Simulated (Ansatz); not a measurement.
# How the smearing shapes the phonons of HgPd (P4/mmm)

Aim: see how the phonons of HgPd (P4/mmm) along the first symmetry line respond to the electronic smearing. The first relaxation steps of the session are not shown, so no cell shown is the starting entry, unless a step says so.

Program: Ansatz 0.2.0. Level of theory: DFT PBEsol, scalar-relativistic, plane waves, PAW. Results are calculated unless marked as measured.

## (1) The cell after earlier relaxation steps

It takes space group P4/mmm (No. 123, tetragonal). The conventional cell has a = 3.008 Å, b = 3.008 Å, c = 3.746 Å, α = 90.00°, β = 90.00°, γ = 90.00°. Nearest to Hg lie 8 Pd at 2.83 Å and 4 Hg at 3.01 Å. Pd has 8 Hg at 2.83 Å and 4 Pd at 3.01 Å nearest. Farther neighbours are not listed.

## (2) Tight relaxation

Residual forces and stress shift phonon frequencies, so the cell is relaxed again, with tight thresholds and the mesh and smearing of this input. Earlier relaxation steps are not shown.

Contents of input.yaml:

```yaml
crystal:
  lattice:
    - [3.0083474181, 0.0, 0.0]
    - [0.0, 3.0083474181, 0.0]
    - [0.0, 0.0, 3.7463237497]
  atoms:
    - { symbol: Hg, position: [0.0, 0.0, 0.0] }
    - { symbol: Pd, position: [0.5, 0.5, 0.5] }
kpoints:
  mp_grid: { grid: [10, 10, 8] }
hamiltonian:
  xc: pbesol
scf:
  occupations: { method: methfessel_paxton, width: 0.2 }
output:
  forces: true
  stress: true
  eigenvalues: true
relax:
  adjacent_minimum: "off"
  f_tol: 0.001
  max_steps: 60
  cell: { stress_tol: 0.01 }
```

Run with:

```bash
> ansatz run input.yaml --threads 4 --pin off --max-ram 8192MiB --backend cpu --events-out ev --progress --plain --runs-dir out
```

Numbers of over 12 decimals in the logs are rounded to 6 here.

Log:

```text
[the first part of the log is left out]
  E_xc         = -387.502884
  E_vxc        = -474.083272  (∫ρ·V_xc dr)
  E_paw        = -13485.395678  (= ΣΔE_a)
  E_vpaw       = -772.517552  (= ΣTr[D̂ρ^β])
  E_aug_tail   = 0.001121  (compensation charges beyond the density's cutoff)
  E_ewald      = -5853.092525
  E_core_change = 0.631175  (= ΣΔE_core)
  E_smearing   = 0.001541  (= −TS)
  E_closure    = 0.000000  (closes the sum)
  Σ components = -20575.167870   (vs F -20575.167870, Δ=0.00e0)
--- Forces (eV/Å), atoms counted from 1 ---
  atom   1  Hg     0.00000000     0.00000000     0.00000000
  atom   2  Pd    -0.00000000    -0.00000000    -0.00000000
  max |Σ_I F_I| component: 6.78e-29 eV/Å
--- Stress (GPa, compression-positive) ---
       -0.003254      -0.000000      -0.000000
       -0.000000      -0.003254      -0.000000
       -0.000000      -0.000000       0.004661
  P = ⅓ Tr σ = -0.0006 GPa (-0.006 kbar)
--- Band table (eV; the first three rows and the last of 105) ---
  k-point 0: bands = ["-95.6616", "-64.5772", "-44.0399", "-44.0399", "-44.0327", "-30.3821", "-30.2966", "-30.2966", "9.7729", "10.9762", "11.3000", "12.6144", "12.6144", "13.1412", "16.1536", "16.8082", "18.0707", "18.0707", "18.2309", "21.8999", "27.6916", "27.8317", "27.8317"]
  k-point 1: bands = ["-95.6616", "-64.5772", "-44.0399", "-44.0399", "-44.0329", "-30.3832", "-30.2967", "-30.2967", "9.9362", "11.0053", "11.4126", "12.6328", "12.6328", "13.1529", "16.0919", "16.7205", "17.9335", "17.9335", "18.2072", "20.7733", "28.2508", "28.2508", "29.1599"]
  k-point 2: bands = ["-95.6616", "-64.5771", "-44.0398", "-44.0398", "-44.0335", "-30.3858", "-30.2967", "-30.2967", "10.3452", "11.0780", "11.7909", "12.6792", "12.6792", "13.1816", "15.9416", "16.3485", "17.6213", "17.6213", "18.1497", "18.9503", "29.3998", "29.3998", "32.1185"]
  k-point 104: bands = ["-95.6590", "-64.5663", "-44.0831", "-44.0831", "-44.0268", "-30.3736", "-30.3731", "-30.3731", "11.2876", "11.7885", "11.7885", "13.1918", "13.9025", "15.1908", "15.4973", "15.4973", "17.8530", "18.8013", "21.2593", "24.9269", "24.9269", "25.9764", "25.9764"]
--- Relaxed structure (4 steps of the walk, 4 accepted, 1 SCFs on fresh bases) ---
  F+E_penalty+E_count = -20575.16786989 eV   max|allowed force component| = 4.181e-29 eV/Å   (the final SCF, on the basis selected at the relaxed cell)
  cell:  # Å, volume = 33.8980 Å³
    - [3.007270, 0, 0.0]
    - [0, 3.007270, 0.0]
    - [0.0, 0.0, 3.748254]
  atoms:
    - { symbol: Hg, position: [0, 0, 0.0] }
    - { symbol: Pd, position: [0.500000, 0.500000, 0.5] }
```

Elapsed: 4.4 s, on 4 threads of Arm Neoverse V2, shared host; peak memory 0.39 GiB.

Little changed from the start: no atom moved by 0.005 Å and no cell edge by 0.1 %.

This step gave:

- pressure: -6.16e-4 GPa
- volume per atom: 16.95 Å³
- metallic on mesh: yes
- gap on the k-mesh: 0 eV

The largest force is now zero by symmetry and the largest stress component 0.0047 GPa, small enough for phonons.

## (3) Phonons along a line: Fermi–Dirac smearing of 0.1 eV

Each wavevector is solved by itself, so no interpolation smooths a dip of the branch.

Contents of input.yaml:

```yaml
crystal:
  lattice:
    - [3.007269592, 0.0, 0.0]
    - [0.0, 3.007269592, 0.0]
    - [0.0, 0.0, 3.7482543299]
  atoms:
    - { symbol: Hg, position: [0.0, 0.0, 0.0] }
    - { symbol: Pd, position: [0.5, 0.5, 0.5] }
kpoints:
  mp_grid: { grid: [16, 16, 16] }
hamiltonian:
  xc: pbesol
scf:
  occupations: { method: fermi_dirac, width: 0.1 }
output:
  eigenvalues: true
phonons:
  method: dfpt
  qpoints:
    - [0, 0, 0]
    - [0.0, 0.0625, 0.0]
    - [0.0, 0.1875, 0.0]
    - [0.0, 0.3125, 0.0]
    - [0.0, 0.4375, 0.0]
```

Log:

```text
[...]
Crystal: 2 atoms, lattice volume = 33.898 Å³
Basis set: ecut = 420 eV, 645 PW (Γ), exchange–correlation on 48×48×54 points (8 copies of the dense FFT grid, shifted against one another)
Bands: 23, of which v1, the nominal top of the filled ones, is band 19 counted from 1 (18 counted from 0)
Symmetry: 16 space group operations
k-points: 405 of 4096
[...]
SCF iter   1: F=—  HF=-20575.184967 eV  |F-HF|=—  |Δ(HF+E_count)|=         —  Δρ=1.20e-2  dr2=5.54e-2  ethr=1.77e-3  ⟨swp⟩=5.0  Hψ=36533  notcnv=0
[...]
SCF iter  10: F=-20575.174307 eV  HF=-20575.174307 eV  |F-HF|=1.46e-11  |Δ(HF+E_count)|=  1.46e-11  Δρ=7.87e-8  dr2=1.88e-12  ethr=1.00e-12  ⟨swp⟩=4.9  Hψ=34911  notcnv=0
SCF 1 converged in 10 iterations: F = -20575.174307 eV  dr2 = 1.88e-12
[...]
NSCF: frozen V_eff on 405 k-points
WARN: eigensolver did not converge (k=14): 1 band(s) unlocked after 20 sweeps at ethr=1.30e-12 eV (storage-precision floor; scheduled 1.00e-12 eV) (lowest unlocked band 22, counted from 0; max residual 7.61e-6 eV among the unlocked bands, 7.61e-6 eV over every band; other slots of this pass that fall short are told together in one closing line; warning suppressed until the next SCF loop or pass starts)
WARN: eigensolver did not converge in 27 slots of this pass, the one above among them; of largest residual over every band (k=67): 1 band(s) unlocked (lowest unlocked band 22, counted from 0; max residual 9.49e-4 eV among the unlocked bands, 9.49e-4 eV over every band); of lowest unlocked band (k=14): band 22
[...]
DFPT response loops at q = (0, 0, 0) (fractional): preconditioner auto → Kerker (q_TF=auto, 2.781 Å⁻¹) (partly filled bands, converged f_vac=0.000); β = 1.00, the filter's whole step (`scf.mixing.beta` (0.50) is not read by the response loops under this deck's `scf.mixing.preconditioner`; to damp them name `kerker` or `kerker_dos`, under which they read `scf.mixing.beta`, and type it under 1.00, their step now; both keys bind the ground state too); Broyden in place of MSR1
[...]
SCF converged after 10 iterations
Free energy (F): -20575.174307 eV
[...]
Internal energy: -20575.156474 eV  (E = F + TS)
E sigma→0 (E₀):  -20575.165391 eV
Entropy (-TS):   -0.017833 eV (-8.916 meV/atom)
Fermi energy:    19.551535 eV
[...]
--- Band table (eV; the first three rows and the last of 405) ---
  k-point 0: bands = [... 15 lower, 16.8090, 18.0714, 18.0714, 18.2321, 21.8998, 27.6919, 27.8314, 27.8314]
  k-point 1: bands = [... 15 lower, 16.7884, 18.0353, 18.0353, 18.2260, 21.5655, 27.9382, 27.9382, 28.1102]
  k-point 2: bands = [... 15 lower, 16.7214, 17.9342, 17.9342, 18.2084, 20.7732, 28.2505, 28.2505, 29.1600]
  k-point 404: bands = [... 15 lower, 15.4978, 17.8540, 18.8042, 21.2586, 24.9268, 24.9268, 25.9771, 25.9771]
--- Phonons (Γ-DFPT): 4 representative perturbations + reference (Σ response iterations 14) ---
  ASR residual: 3.835e-4 → 0.000e0 eV/Å²; symmetrization residual: 5.010e-6 eV/Å²
  ASR residual per site (eV/Å²): 8.65e-5 3.84e-4
  Γ frequencies (cm⁻¹): 0.00 0.00 0.00 124.38 124.38 166.95
  non-analytic LO–TO correction: not included (Born effective charges unavailable; polar crystals: no LO–TO splitting at Γ)
--- Phonons (arbitrary-q DFPT): 5 explicit q-points ---
  q = [0, 0, 0] (of the zone-centre solve; hermiticity 1.41e-6, symmetrization 3.58e-12): -0.00 0.00 0.00 124.38 124.38 166.95
  q = [0, 0.0625, 0] (6 solved perturbations on 1296 of 4096 k-point pairs; hermiticity 3.59e-6, symmetrization 6.42e-11): 10.48 13.92 24.97 123.66 125.44 165.92
[...]
sum rule: each row above includes the acoustic sum rule's correction from the zone centre's row sums; it moved no ω² by more than (0.99 cm⁻¹)²
```

Run time: 8.5 min. Hardware: 4 threads; peak memory 2.4 GiB; 33 min of CPU time.

Each wavevector solved by linear response. Table of frequency by |q| along the line:

```
|q| along the line (Å⁻¹)  mode 1 (cm⁻¹)  mode 2 (cm⁻¹)  mode 3 (cm⁻¹)  mode 4 (cm⁻¹)  mode 5 (cm⁻¹)  mode 6 (cm⁻¹)
                   0.000              0              0              0            124            124            167
                   0.131           10.5           13.9           25.0            124            125            166
                   0.392           31.4           41.1           70.3            118            133            158
                   0.653           50.9           66.2            106            108            141            143
                   0.914           66.2           87.2           97.1            125            128            142
```

## (4) Phonons along a line: Fermi–Dirac smearing of 0.25 eV

Each wavevector is solved by itself, so no interpolation smooths a dip of the branch.

Edit input.yaml of step 3 so:

```diff
@@ -13,3 +13,3 @@
 scf:
-  occupations: { method: fermi_dirac, width: 0.1 }
+  occupations: { method: fermi_dirac, width: 0.25 }
 output:
```

Wider smearing eases the sum over k-points of a metal but moves the result away from its zero-temperature value.

Log:

```text
band count auto-derived: 24 (N_el = 38.0; filled up to band 19; 23 by the electrons, moments and atoms)
[...]
Crystal: 2 atoms, lattice volume = 33.898 Å³
Basis set: ecut = 420 eV, 645 PW (Γ), exchange–correlation on 48×48×54 points (8 copies of the dense FFT grid, shifted against one another)
Bands: 24, of which v1, the nominal top of the filled ones, is band 19 counted from 1 (18 counted from 0)
[... 1 set-up line as in the run before ...]
k-points: 405 of 4096
[...]
SCF iter   1: F=—  HF=-20575.236802 eV  |F-HF|=—  |Δ(HF+E_count)|=         —  Δρ=1.23e-2  dr2=6.04e-2  ethr=1.77e-3  ⟨swp⟩=4.7  Hψ=36073  notcnv=0
[...]
SCF iter  10: F=-20575.225491 eV  HF=-20575.225491 eV  |F-HF|=3.64e-12  |Δ(HF+E_count)|=    0.00e0  Δρ=8.16e-8  dr2=2.02e-12  ethr=1.00e-12  ⟨swp⟩=4.8  Hψ=35786  notcnv=0
SCF 1 converged in 10 iterations: F = -20575.225491 eV  dr2 = 2.02e-12
[...]
SCF converged after 10 iterations
Free energy (F): -20575.225491 eV
[...]
Internal energy: -20575.093170 eV  (E = F + TS)
E sigma→0 (E₀):  -20575.159331 eV
Entropy (-TS):   -0.132321 eV (-66.161 meV/atom)
Fermi energy:    19.524152 eV
[...]
--- Band table (eV; the first three rows and the last of 405) ---
  k-point 0: bands = [... 15 lower, 16.8038, 18.0640, 18.0640, 18.2242, 21.8990, 27.6901, 27.8311, 27.8311, ... 1 higher]
  k-point 1: bands = [... 15 lower, 16.7832, 18.0278, 18.0278, 18.2180, 21.5646, 27.9378, 27.9378, 28.1085, ... 1 higher]
  k-point 2: bands = [... 15 lower, 16.7163, 17.9268, 17.9268, 18.2005, 20.7719, 28.2501, 28.2501, 29.1585, ... 1 higher]
  k-point 404: bands = [... 15 lower, 15.4927, 17.8473, 18.7993, 21.2599, 24.9264, 24.9264, 25.9758, 25.9758, ... 1 higher]
[...]
ASR residual: 4.174e-4 → 0.000e0 eV/Å²; symmetrization residual: 5.726e-6 eV/Å²
  ASR residual per site (eV/Å²): 1.51e-4 4.17e-4
  Γ frequencies (cm⁻¹): 0.00 0.00 0.00 124.60 124.60 166.86
[...]
--- Phonons (arbitrary-q DFPT): 5 explicit q-points ---
[...]
```

Elapsed: 8.6 min, on 4 threads; peak memory 2.5 GiB.

Each wavevector solved by linear response. The frequency by |q| along the line:

```
|q| along the line (Å⁻¹)  mode 1 (cm⁻¹)  mode 2 (cm⁻¹)  mode 3 (cm⁻¹)  mode 4 (cm⁻¹)  mode 5 (cm⁻¹)  mode 6 (cm⁻¹)
                   0.000              0              0              0            125            125            167
                   0.131           10.6           13.9           24.5            124            125            166
                   0.392           31.5           41.0           69.8            118            132            158
                   0.653           50.9           65.9            105            108            140            142
                   0.914           66.4           87.0           96.7            124            127            142
```

Against step 3 (now smearing width 0.25 eV), the free energy moves by -25.6 meV an atom.

## (5) Wavevectors along a line: Fermi–Dirac smearing of 0.04 eV

The smearing blurs the Fermi surface that screens the phonons; a Fermi–Dirac width is an electronic temperature.

Edit input.yaml of step 4 so:

```diff
@@ -13,3 +13,3 @@
 scf:
-  occupations: { method: fermi_dirac, width: 0.25 }
+  occupations: { method: fermi_dirac, width: 0.04 }
 output:
```

Narrower smearing comes nearer the zero-temperature value but asks more of the mesh.

Log:

```text
[...]
Crystal: 2 atoms, lattice volume = 33.898 Å³
Basis set: ecut = 420 eV, 645 PW (Γ), exchange–correlation on 48×48×54 points (8 copies of the dense FFT grid, shifted against one another)
Bands: 23, of which v1, the nominal top of the filled ones, is band 19 counted from 1 (18 counted from 0)
[... 1 set-up line as in the run before ...]
k-points: 405 of 4096
[...]
SCF iter   1: F=—  HF=-20575.177475 eV  |F-HF|=—  |Δ(HF+E_count)|=         —  Δρ=1.20e-2  dr2=5.53e-2  ethr=1.77e-3  ⟨swp⟩=5.8  Hψ=37401  notcnv=0
[...]
SCF iter  10: F=-20575.166885 eV  HF=-20575.166885 eV  |F-HF|=0.00e0  |Δ(HF+E_count)|=    0.00e0  Δρ=7.85e-8  dr2=1.87e-12  ethr=1.00e-12  ⟨swp⟩=5.1  Hψ=35129  notcnv=0
SCF 1 converged in 10 iterations: F = -20575.166885 eV  dr2 = 1.87e-12
[...]
SCF converged after 10 iterations
Free energy (F): -20575.166885 eV
[...]
Internal energy: -20575.163970 eV  (E = F + TS)
E sigma→0 (E₀):  -20575.165428 eV
Entropy (-TS):   -0.002915 eV (-1.458 meV/atom)
Fermi energy:    19.564112 eV
[...]
--- Band table (eV; the first three rows and the last of 405) ---
  k-point 0: bands = [... 15 lower, 16.8094, 18.0720, 18.0720, 18.2322, 21.9000, 27.6920, 27.8315, 27.8315]
  k-point 1: bands = [... 15 lower, 16.7888, 18.0358, 18.0358, 18.2260, 21.5657, 27.9383, 27.9383, 28.1103]
  k-point 2: bands = [... 15 lower, 16.7218, 17.9348, 17.9348, 18.2085, 20.7734, 28.2506, 28.2506, 29.1602]
  k-point 404: bands = [... 15 lower, 15.4981, 17.8544, 18.8034, 21.2588, 24.9268, 24.9268, 25.9770, 25.9770]
[...]
ASR residual: 2.809e-4 → 0.000e0 eV/Å²; symmetrization residual: 4.059e-6 eV/Å²
  ASR residual per site (eV/Å²): 5.36e-5 2.81e-4
  Γ frequencies (cm⁻¹): 0.00 0.00 0.00 124.22 124.22 167.07
[...]
--- Phonons (arbitrary-q DFPT): 5 explicit q-points ---
[...]
```

Elapsed: 8.4 min, on 4 threads; peak memory 2.4 GiB.

Each wavevector solved by linear response. Frequency against |q| along the line:

| \|q\| along the line (Å⁻¹) | mode 1 (cm⁻¹) | mode 2 (cm⁻¹) | mode 3 (cm⁻¹) | mode 4 (cm⁻¹) | mode 5 (cm⁻¹) | mode 6 (cm⁻¹) |
| --- | --- | --- | --- | --- | --- | --- |
| 0.000 | 0 | 0 | 0 | 124 | 124 | 167 |
| 0.131 | 10.4 | 13.8 | 25.1 | 124 | 126 | 166 |
| 0.392 | 31.3 | 41.0 | 70.4 | 118 | 133 | 158 |
| 0.653 | 50.8 | 66.3 | 106 | 108 | 141 | 143 |
| 0.914 | 66.1 | 87.2 | 97.1 | 125 | 128 | 142 |

Against step 3 (now smearing width 0.04 eV), the free energy moves by +3.7 meV an atom.

## (6) Smearing and the soft branch

The lowest frequency by |q| along the line:

```csv
|q| along the line (Å⁻¹),"fermi dirac 0.1 eV, k 16x16x16 (cm⁻¹)","fermi dirac 0.25 eV, k 16x16x16 (cm⁻¹)","fermi dirac 0.04 eV, k 16x16x16 (cm⁻¹)"
0.000,0,0,0
0.131,10.5,10.6,10.4
0.392,31.4,31.5,31.3
0.653,50.9,50.9,50.8
0.914,66.2,66.4,66.1
```

## (7) What came out

```yaml
phonon_run_of_the_rows_without_a_label_of_their_own: PBEsol, k 16×16×16
lowest_branch_at_the_last_solved_point_fermi_dirac_0p1_ev: 66.2 cm⁻¹ at |q| = 0.914 Å⁻¹
lowest_branch_at_the_last_solved_point_fermi_dirac_0p25_ev: 66.4 cm⁻¹ at |q| = 0.914 Å⁻¹
lowest_branch_at_the_last_solved_point_fermi_dirac_0p04_ev: 66.1 cm⁻¹ at |q| = 0.914 Å⁻¹
```

In words: No branch softens by more than 4 % of the top frequency as the smearing narrows, so no anomaly that hangs on the smearing shows at these points. The line holds 5 wavevectors, so a narrow dip between them would be missed. Between Fermi–Dirac 0.25 eV and Fermi–Dirac 0.04 eV the largest change, with modes counted by rank of frequency, is in mode 5 at |q| = 0.392 Å⁻¹, from 132 to 133 cm⁻¹; the branches hardly feel the smearing. Where branches cross, a count by rank can hide a softening. At the narrowest width the k mesh may not resolve the Fermi surface, so part of the change can be mesh noise. Spin–orbit coupling, left out here, matters for Hg.

[Logs are printed without paths, hosts, clocks, repeated set-up lines and the standing remarks that a program may print on its own settings, such as how far it seeks lower states.]

[Hosts, paths, dates, database ids (printed as entryN), source tags and the programs' standing remarks are cut or masked in the printed files.]
